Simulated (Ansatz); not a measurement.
## MgZn2S3: complex band structure: decaying states in the gap, plane (001)

Ansatz 0.2.0; r2SCAN DFT, plane waves, PAW files; complex bands by layer matching along the plane's normal.

The structure was built from a prototype and need not be the compound's stable phase.

input.yaml

```yaml
crystal:
  lattice:
    - [3.869810402, 0.0, 0.0]
    - [1.934905201, 3.351354116, 0.0]
    - [1.934905201, -1.117118039, 9.52637178]
  atoms:
    - { symbol: Mg, position: [4.60288e-05, 0.9999769856, 0.9999309568] }
    - { symbol: Zn, position: [0.441485735, 0.7792571325, 0.3377713975] }
    - { symbol: Zn, position: [0.8923019264, 0.5538490368, 0.6615471104] }
    - { symbol: S, position: [0.1719842252, 0.9140078874, 0.7420236622] }
    - { symbol: S, position: [0.055868227, 0.4720658865, 0.4161976595] }
    - { symbol: S, position: [0.6049658574, 0.6975170713, 0.0925512139] }
kpoints:
  mp_grid: { grid: [8, 8, 8] }
scf:
  occupations: { method: fixed }
hamiltonian:
  xc: r2scan
output:
  eigenvalues: true
  transmission:
    leads: [[0, 0]]
    kpoints: [[0.0, 0.0], [0.5, 0.0]]
    e_range: [-1.0, 3.97]
    de: 0.12
```

Started as:

```bash
$ ansatz run input.yaml --threads 2 --pin off --max-ram 4096MiB --backend cpu --events-out ev --progress --plain --runs-dir out
```

Q: Predict the im kz of the slowest decaying states against energy.

Inside the gap the slowest decay grows from the band edges towards mid-gap. At its top, κ = 0.20 Å⁻¹, tunnelling falls as exp(−2κL), a factor of 1.5 for each Å.

Numbers from this step:

* level to which the leads are filled: 1.484 eV from the Fermi level
* decay constant at the filling level, zone centre: 0.2022 Å⁻¹
* decay constant at the filling level, slowest listed point: 0.2022 Å⁻¹

K parallel (0, 0); values up to 1.5 1/Å, a degenerate pair printed once or twice; energies at which all values exceed this have no row. Table of Im kz of the slowest decaying states by energy, zero at the highest filled level on the SCF mesh:

| energy (eV) | decay 1 (Å⁻¹) | decay 2 (Å⁻¹) | decay 3 (Å⁻¹) | decay 4 (Å⁻¹) |
| --- | --- | --- | --- | --- |
| -1.00 | 0.318 | 1.31 | 1.36 | 1.47 |
| -0.64 | 0.167 | 1.25 | 1.40 | 1.42 |
| -0.28 | 0.172 | 1.22 | 1.37 | 1.40 |
| -0.04 | 0.0638 | 1.21 | 1.33 | 1.38 |
| 0.08 | 0.0995 | 0.240 | 1.22 | 1.32 |
| 0.44 | 0.156 | 0.472 | 1.27 | 1.28 |
| 0.80 | 0.185 | 0.580 | 1.22 | 1.26 |
| 1.16 | 0.199 | 0.653 | 1.15 | 1.17 |
| 1.40 | 0.202 | 0.690 | 1.05 | 1.14 |
| 1.76 | 0.199 | 0.734 | 0.941 | 1.08 |
| 2.12 | 0.183 | 0.768 | 0.851 | 1.03 |
| 2.48 | 0.152 | 0.763 | 0.792 | 0.982 |
| 2.84 | 0.085 | 0.671 | 0.807 | 0.934 |
| 3.20 | 0.566 | 0.812 | 0.888 | - |
| 3.56 | 0.419 | 0.809 | 0.845 | 1.46 |
| 3.92 | 0.0380 | 0.221 | 0.797 | 0.804 |

K parallel (0.5, 0); values up to 1.5 1/Å, a degenerate pair printed once or twice; energies at which all values exceed this have no row. Im kz of the slowest decaying states against energy, zero at the highest filled level on the SCF mesh:

| energy (eV) | decay 1 (Å⁻¹) | decay 2 (Å⁻¹) | decay 3 (Å⁻¹) | decay 4 (Å⁻¹) |
| --- | --- | --- | --- | --- |
| -1.00 | 0.0749 | 0.124 | 0.163 | 1.34 |
| -0.64 | 0.200 | 0.214 | 0.253 | 1.24 |
| -0.28 | 0.259 | 0.298 | 0.358 | 1.17 |
| -0.04 | 0.280 | 0.318 | 0.416 | 1.13 |
| 0.08 | 0.288 | 0.326 | 0.439 | 1.10 |
| 0.44 | 0.306 | 0.342 | 0.491 | 1.04 |
| 0.80 | 0.317 | 0.351 | 0.527 | 0.987 |
| 1.16 | 0.322 | 0.353 | 0.552 | 0.930 |
| 1.40 | 0.322 | 0.351 | 0.564 | 0.891 |
| 1.76 | 0.317 | 0.344 | 0.576 | 0.833 |
| 2.12 | 0.307 | 0.330 | 0.583 | 0.773 |
| 2.48 | 0.290 | 0.310 | 0.585 | 0.710 |
| 2.84 | 0.267 | 0.282 | 0.583 | 0.643 |
| 3.20 | 0.234 | 0.240 | 0.570 | 0.577 |
| 3.56 | 0.174 | 0.184 | 0.487 | 0.568 |
| 3.92 | 0.0825 | 0.385 | 0.555 | - |

[Logs are printed without paths, hosts, clocks, repeated set-up lines and the standing remarks that a program may print on its own settings, such as how far it seeks lower states.]

[Hosts, paths, dates, database ids (printed as entryN), source tags and the programs' standing remarks are cut or masked in the printed files.]
